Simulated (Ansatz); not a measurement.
# AgGeF3 (model cell, started as cubic perovskite with Ge in the octahedra): following an unstable mode, part 3 of 3

Which phase does AgGeF3 (model cell, started as cubic perovskite with Ge in the octahedra) fall into along its unstable mode, and how much energy does it gain?

Ansatz 0.2.0; DFT PBEsol, scalar-relativistic, plane waves, PAW; PAW set soft_1.

So far. Step 4 (The mode frozen in, largest atomic shift 0.22 Å): The run ends at a pressure of 2.10 GPa, with forces up to 0.48 eV/Å. Step 5 (Energy along the mode, all amplitudes (two of the runs …): The lowest of the steps tried is at 0.22 Å, 11.2 meV/atom below the parent; the bottom of the well need not coincide with a step.

The structure was built from a prototype and need not be the compound's stable phase.

## (7) The new phase in its own primitive cell

The relaxed structure is symmetrised, reduced to its primitive cell and relaxed tightly, as its phonons need.

Contents of input.yaml:

```yaml
crystal:
  lattice:
    - [4.1433044459, 0.0, 0.0]
    - [0.0, 4.0420769564, 2.3753937522]
    - [0.0, -4.0420769564, 2.3753937522]
  atoms:
    - { symbol: Ag, position: [0.0, 0.9678041297, 0.9678041297] }
    - { symbol: Ge, position: [0.5, 0.5461597096, 0.5461597096] }
    - { symbol: F, position: [0.5, 0.4319160185, 0.1147659905] }
    - { symbol: F, position: [0.5, 0.1147659905, 0.4319160185] }
    - { symbol: F, position: [0.0, 0.4529314108, 0.4529314108] }
kpoints:
  mp_grid: { grid: [6, 6, 6] }
hamiltonian:
  xc: pbesol
  pseudopotentials: { kind: paw, azcp: { folder: soft_1 }, xc_functional: pbe }
scf:
  occupations: { method: fixed }
output:
  forces: true
  stress: true
  eigenvalues: true
relax:
  adjacent_minimum: "off"
  f_tol: 0.001
  max_steps: 60
  cell: { stress_tol: 0.01 }
```

Command:

```
ansatz run input.yaml --threads 4 --pin off --max-ram 16384MiB --backend cpu --events-out ev --progress --plain --runs-dir out
```

Numbers of over 12 decimals in the logs are rounded to 6 here.

Log:

```text
[...]
Crystal: 5 atoms, lattice volume = 79.564 Å³
Basis set: ecut = 420 eV, 1555 PW (Γ), exchange–correlation on 60×64×64 points (8 copies of the dense FFT grid, shifted against one another)
Bands: 33, of which v1, the nominal top of the filled ones, is band 27 counted from 1 (26 counted from 0)
Symmetry: 4 space group operations
[...]
k-points: 52 of 216 (time reversal used)
[...]
cell:  # Å, volume = 79.6115 Å³
    - [4.143460, 0, 0]
    - [0, 4.044748, 2.375151]
    - [0, -4.044748, 2.375151]
  atoms:
    - { symbol: Ag, position: [0, 0.967835, 0.967835] }
    - { symbol: Ge, position: [0.5, 0.546134, 0.546134] }
    - { symbol: F, position: [0.5, 0.431796, 0.114838] }
    - { symbol: F, position: [0.5, 0.114838, 0.431796] }
    - { symbol: F, position: [0, 0.452974, 0.452974] }
[key lines of the parts left out:]
SCF converged after 5 iterations
Free energy (F): -14176.568602 eV
Fermi energy:    5.269198 eV
P = ⅓ Tr σ = 0.0022 GPa (0.022 kbar)
```

The job ended after 18 s (4 threads of Arm Neoverse V2, shared host; peak memory 0.38 GiB; 67 s of CPU time).

Little changed from the start: no atom moved by 0.005 Å and no cell edge by 0.1 %.

Numbers from this step:

```yaml
pressure: 0.002216 GPa
gap_on_the_k_mesh: 2.071 eV
volume_per_atom: 15.92 Å³
direct_gap_on_mesh: 2.249 eV
```

The largest force component left is 0.098 meV/Å and the pressure is 0.002 GPa, within the tolerances set. The cell now holds 15.92 Å³/atom.

## (8) Modes of the new phase, k-mesh 6×6×6, occupations fixed

A relaxed structure may still be a saddle point, so its zone-centre modes are computed. The response to a homogeneous field gives the Born charges and the dielectric tensor.

input.yaml, the sections that differ from step 7:

```yaml
crystal:
  lattice:
    - [4.1434599886, 0.0, 0.0]
    - [0.0, 4.0447481713, 2.3751514003]
    - [0.0, -4.0447481713, 2.3751514003]
  atoms:
    - { symbol: Ag, position: [0.0, 0.9678353302, 0.9678353302] }
    - { symbol: Ge, position: [0.5, 0.5461342635, 0.5461342635] }
    - { symbol: F, position: [0.5, 0.4317957051, 0.1148378469] }
    - { symbol: F, position: [0.5, 0.1148378469, 0.4317957051] }
    - { symbol: F, position: [0.0, 0.4529741135, 0.4529741135] }
output:
  eigenvalues: true
phonons:
  method: dfpt
  dielectric: true
  rigid_motions: translations
# kpoints, hamiltonian, scf: as in step 7
# relax: removed
```

Log:

```text
[...]
Crystal: 5 atoms, lattice volume = 79.612 Å³
Basis set: ecut = 420 eV, 1555 PW (Γ), exchange–correlation on 60×64×64 points (8 copies of the dense FFT grid, shifted against one another)
Bands: 33, of which v1, the nominal top of the filled ones, is band 27 counted from 1 (26 counted from 0)
Symmetry: 4 space group operations
k-points: 112 of 216 (irreducible under 1 space group operation, time reversal used)
[...]
SCF iter   1: F=—  HF=-14185.461153 eV  |F-HF|=—  |Δ(HF+E_count)|=         —  Δρ=2.04e-1  dr2=3.28e1  ethr=3.10e-3  ⟨swp⟩=4.6  Hψ=12513  notcnv=0  defer=428
[...]
SCF iter  14: F=-14176.568602 eV  HF=-14176.568602 eV  |F-HF|=8.00e-11  |Δ(HF+E_count)|=   1.61e-9  Δρ=3.04e-7  dr2=6.73e-11  ethr=1.00e-12  ⟨swp⟩=11.5  Hψ=23224  notcnv=0
SCF 1 converged in 14 iterations: F = -14176.568602 eV  dr2 = 6.73e-11
[...]
NSCF: frozen V_eff on 2 k-points
DFPT response loops at Γ: preconditioner auto → none (the input reference at scf.mixing.eps_inf says where Resta's filter doesn't serve); β = 0.50; Broyden in place of MSR1
── the response to a field inside a basis, on 8×8×8 k-points: an SCF that follows is theirs, and a resumed run solves both again ──
Bands: 28, of which v1, the nominal top of the filled ones, is band 27 counted from 1 (26 counted from 0)
k-points: 80 of 512 (time reversal used)
[...]
Eigensolver: Dense (80 Hₖ)
SCF iter   1: F=—  HF=-14176.542556 eV  |F-HF|=—  |Δ(HF+E_count)|=         —  Δρ=4.14e-4  dr2=2.44e-5  ethr=1.00e-1
[...]
SCF iter   4: F=-14176.542570 eV  HF=-14176.542570 eV  |F-HF|=2.75e-9  |Δ(HF+E_count)|=   8.61e-7  Δρ=7.34e-6  dr2=3.57e-8  ethr=2.19e-9
SCF 1 converged in 4 iterations: F = -14176.542570 eV  dr2 = 3.57e-8
[...]
WARN: field response: ε∞ stands inside a basis, on 8×8×8 points; the force constants stand on the 6×6×6 k-mesh, whose period is 12.14 times the interband length at k = (-0.5000, -0.5000, -0.5000), direct gap 2.249 eV, under 14: take them and everything formed from them as unconverged, and compare with a denser kpoints.mp_grid
SCF converged after 14 iterations
Free energy (F): -14176.568602 eV
[...]
Internal energy: -14176.568602 eV  (E = F + TS)
E sigma→0 (E₀):  -14176.568602 eV
Fermi energy:    5.269197 eV
[...]
--- Band table (eV; the first three rows and the last of 112) ---
  k-point 0: bands = [... 23 lower, 3.1735, 3.2719, 3.3819, 3.5646, 8.7791, 11.2538, 12.0545, 12.8099, ... 2 higher]
  k-point 1: bands = [... 23 lower, 3.2366, 3.3923, 3.4503, 3.8388, 8.7180, 11.0365, 11.9087, 13.0667, ... 2 higher]
  k-point 2: bands = [... 23 lower, 3.4226, 3.4229, 3.7073, 4.4594, 8.6114, 10.8610, 11.6120, 12.8175, ... 2 higher]
  k-point 111: bands = [... 23 lower, 3.2492, 3.2794, 3.3605, 5.2692, 7.5179, 10.3274, 11.3872, 11.9015, ... 2 higher]
--- Phonons (Γ-DFPT): 12 representative perturbations + reference, on 112 of 216 k-points (Σ response iterations 42) ---
  k mesh reduced under 1 symmetry operation, with k and −k counted as one. Each operation leaves every solved perturbation unchanged. A smaller set is not considered because the run solves the response to a homogeneous field
  ASR residual: 1.617e-4 → 0.000e0 eV/Å²; symmetrization residual: 1.443e-5 eV/Å²
  ASR residual per site (eV/Å²): 1.62e-4 5.96e-5 5.64e-5 5.64e-5 1.28e-4
[...]
ε∞ (high-frequency dielectric tensor):
        5.018364     0.000000     0.000000
        0.000000     2.744789     0.000000
        0.000000     0.000000     3.760830
  softest optical mode at Γ: -105.64 cm⁻¹; the repairs (sum rule, projections) moved no ω² at Γ by more than (2.25 cm⁻¹)²
  Born effective charges Z* (e; rows j = field, columns β = displacement):
    site 0:
         1.60460    0.00000    0.00000
         0.00000    0.79701    0.00000
        -0.00000    0.00000    1.58220
    site 1:
         3.17225    0.00000    0.00000
         0.00000    2.25842    0.00000
        -0.00000    0.00000    2.73464
    site 2:
        -0.70642    0.00000    0.00000
         0.00000   -1.34786    0.56712
        -0.00000    0.54951   -1.55994
    site 3:
        -0.70642   -0.00000   -0.00000
        -0.00000   -1.34786   -0.56712
         0.00000   -0.54951   -1.55994
    site 4:
        -3.36401    0.00000    0.00000
         0.00000   -0.35971    0.00000
        -0.00000    0.00000   -1.19696
  Z* charge neutrality: 5.177e-3 e pre-enforcement
  solved inside a basis spanned on kpoints, on 8×8×8 k-points, its susceptibility summed on 10×10×10: ε∞ is read to err by 2.2e-2, Z* by 3.4e-2 e (field_mesh: kpoints solves on kpoints); Z* is corrected for what the basis lacks
  optical modes at Γ without the LO–TO term, one row a degenerate level:
      ω (cm⁻¹)  modes    IR ((D/Å)²/amu)
       -105.64      1            11.9941
        -33.25      1             0.3080
         68.54      1             4.0533
        100.56      1             0.5890
        134.95      1             0.2117
        161.93      1             0.6391
        169.65      1             0.0000
        239.78      1             0.0812
        281.95      1             2.6541
        304.82      1             3.7162
        476.56      1             5.9477
        518.91      1             6.9077
  optical modes at Γ + LO–TO along q̂ = [1.0000, 0.0000, 0.0000]:
      ω (cm⁻¹)  modes    IR ((D/Å)²/amu)
        -33.25      1             0.3080
         -5.57      1             0.1260
        100.56      1             0.5890
        134.95      1             0.2117
        161.93      1             0.6391
        169.65      1             0.0000
        225.84      1             4.2458
        239.78      1             0.0812
        304.82      1             3.7162
        349.14      1            14.3298
[...]
optical modes at Γ + LO–TO along q̂ = [0.0000, 1.0000, 0.0000]:
      ω (cm⁻¹)  modes    IR ((D/Å)²/amu)
[...]
optical modes at Γ + LO–TO along q̂ = [0.0000, 0.0000, 1.0000]:
      ω (cm⁻¹)  modes    IR ((D/Å)²/amu)
       -105.64      1            11.9941
        -33.25      1             0.3080
         68.54      1             4.0533
        113.33      1             0.2475
        134.95      1             0.2117
        161.93      1             0.6391
        169.65      1             0.0000
        240.41      1             0.0224
        281.95      1             2.6541
        337.39      1             2.2233
        476.56      1             5.9477
        570.77      1             8.8008
```

Elapsed: 2.2 min, on 4 threads; peak memory 1.4 GiB; 8.4 min of CPU time.

This step gave:

```yaml
sum_rule_residual_before_enforcement: 1.62e-4 eV/Å²
miss_of_the_charge_sum_rule: 0.005177 e
estimated_error_of_the_dielectric_tensor: 0.02177
estimated_error_of_the_born_charges: 0.03440 e
point_group: mm2
highest_optical_mode_at_the_zone_centre_no_lo_to_term: 518.9 cm⁻¹
lowest_optical_zone_centre_mode: -105.6 cm⁻¹
mean_high_frequency_dielectric_constant: 3.841
largest_born_charge_third_of_the_trace: 2.722 e
top_of_the_zone_centre_spectrum_with_the_field: 570.8 cm⁻¹
```

Patterns of degenerate modes are one choice out of their space. The modes at Γ (shares of kinetic energy by element, %) (negative means imaginary):

```tsv
mode	frequency (cm⁻¹)	symmetry	Ag %	Ge %	F %
1	-105.6	B1	28	1	71
2	-33.2	B2	53	21	26
3	0.0	acoustic	45	31	24
4	0.0	acoustic	45	31	24
5	0.0	acoustic	45	31	24
6	68.5	B1	26	68	6
7	100.6	A1	38	19	43
8	134.9	B2	1	4	95
9	161.9	B2	0	27	73
10	169.7	A2	0	0	100
11	239.8	A1	12	21	66
12	281.9	B1	0	1	99
13	304.8	A1	5	10	85
14	476.6	B2	0	18	82
15	518.9	A1	0	19	81
```

Displacements in mode 1 (-105.6 cm⁻¹), the largest set to 1:
```
Ag1 -0.36  0.00  0.00
Ge2 -0.07  0.00  0.00
F3   0.66  0.00  0.00
F4   0.66  0.00  0.00
F5   1.00  0.00  0.00
```

Displacements in mode 13 (304.8 cm⁻¹), the largest set to 1:
```
Ag1  0.00  0.00 -0.11
Ge2  0.00  0.00 -0.20
F3   0.00  0.35  0.20
F4   0.00 -0.35  0.20
F5   0.00  0.00  1.00
```

Optical modes at the zone centre, without and with the macroscopic field of the longitudinal modes; each column is sorted by frequency, so a row need not hold one and the same mode. Modes with and without the field, by row:

```tsv
rank among optical modes	no field (cm⁻¹)	q along (1, 0, 0) (cm⁻¹)	q along (0, 1, 0) (cm⁻¹)	q along (0, 0, 1) (cm⁻¹)
1	-105.6	-33.2	-105.6	-105.6
2	-33.2	-5.6	27.4	-33.2
3	68.5	100.6	68.5	68.5
4	100.6	134.9	100.6	113.3
5	134.9	161.9	138.7	134.9
6	161.9	169.7	169.7	161.9
7	169.7	225.8	179.2	169.7
8	239.8	239.8	239.8	240.4
9	281.9	304.8	281.9	281.9
10	304.8	349.1	304.8	337.4
11	476.6	476.6	518.9	476.6
12	518.9	518.9	536.4	570.8
```

Born charge (rows field, columns displacement) (e), principal values of the symmetric part by kind of site:

```tsv
atom	atoms with these values	low	middle	high	mean
Ag1	1	0.80	1.58	1.60	1.33
Ge2	1	2.26	2.73	3.17	2.72
F3	2	-2.02	-0.89	-0.71	-1.20
F5	1	-3.36	-1.20	-0.36	-1.64
```

In full for Ge2:

```
3.17 0.00 0.00
0.00 2.26 0.00
0.00 0.00 2.73
```

High-frequency dielectric tensor:

```
5.02 0.00 0.00
0.00 2.74 0.00
0.00 0.00 3.76
```

Transverse modes; imaginary modes are left out. Lines of the infrared spectrum (strongest = 100):

```tsv
position (cm⁻¹)	label	relative intensity
68	B1	59
101	A1	8.5
135	B2	3.1
162	B2	9.3
170	A2	0.0
240	A1	1.2
282	B1	38
305	A1	54
477	B2	86
519	A1	100
```

Before it was imposed, the acoustic sum rule was missed by 1.6e-4 eV/Å² and the charge sum rule by 0.0052 e. Small misses are needed for a sound result but don't prove that mesh and cutoff are converged. The lowest optical mode is imaginary, 105.6i cm⁻¹, so the energy falls along it.

The log warns of the k mesh: “the force constants stand on the 6×6×6 k-mesh, whose period is 12.14 times the interband length at k = (-0.5000, -0.5000, -0.5000), direct gap 2.249 eV, under 14: take them and everything formed from them as unconverged”.

## (9) What came out

* unstable mode of the parent: q = (0, 0, 0), 190i cm⁻¹
* depth at the lowest point sampled: 11.2 meV/atom
* largest atomic shift at that point: 0.22 Å
* space group reached (within 0.01 Å): Amm2
* energy gained over the parent (first relaxation, on the mesh of the frozen mode): 189 meV/atom
* volume per atom, phase reached: 15.9 Å³
* gap on the k-mesh, phase reached: 2.07 eV
* lowest optical zone-centre mode, phase reached: -106 cm⁻¹
* highest optical mode at the zone centre (no LO-TO term), phase reached: 519 cm⁻¹

What this shows: Along this mode the structure falls into Amm2, 189 meV/atom below the parent. At the parent's cell the well is 11.15 meV/atom deep on the steps tried, with its lowest point at a shift of 0.22 Å. Relaxing atoms and cell changes the gain by +177.92 meV/atom against the lowest step (energies at zero smearing). Most of the total comes from this relaxation. The new phase still has an imaginary mode at the zone centre of its cell, so it is a saddle point on the way to a lower structure. Of the 6 patterns followed to their end from this parent, this one ends 127 meV/atom above the lowest, R3m. Each path keeps the symmetry of its pattern, so a lower phase may lie along a pattern not tried. With the field response the log warns that the k mesh is coarse for the force constants too, so the frequencies may not be converged. With no gap, or one that is small against the smearing, the frequencies hang on the k mesh and the smearing, most of all near Kohn anomalies. The PAW files were made for PBE and serve the other functionals too. The starting cell was built on a prototype and not taken from a measurement, so the phase need not exist.

[Logs are printed without paths, hosts, clocks, repeated set-up lines and the standing remarks that a program may print on its own settings, such as how far it seeks lower states.]

[Hosts, paths, dates, database ids (printed as entryN), source tags and the programs' standing remarks are cut or masked in the printed files.]
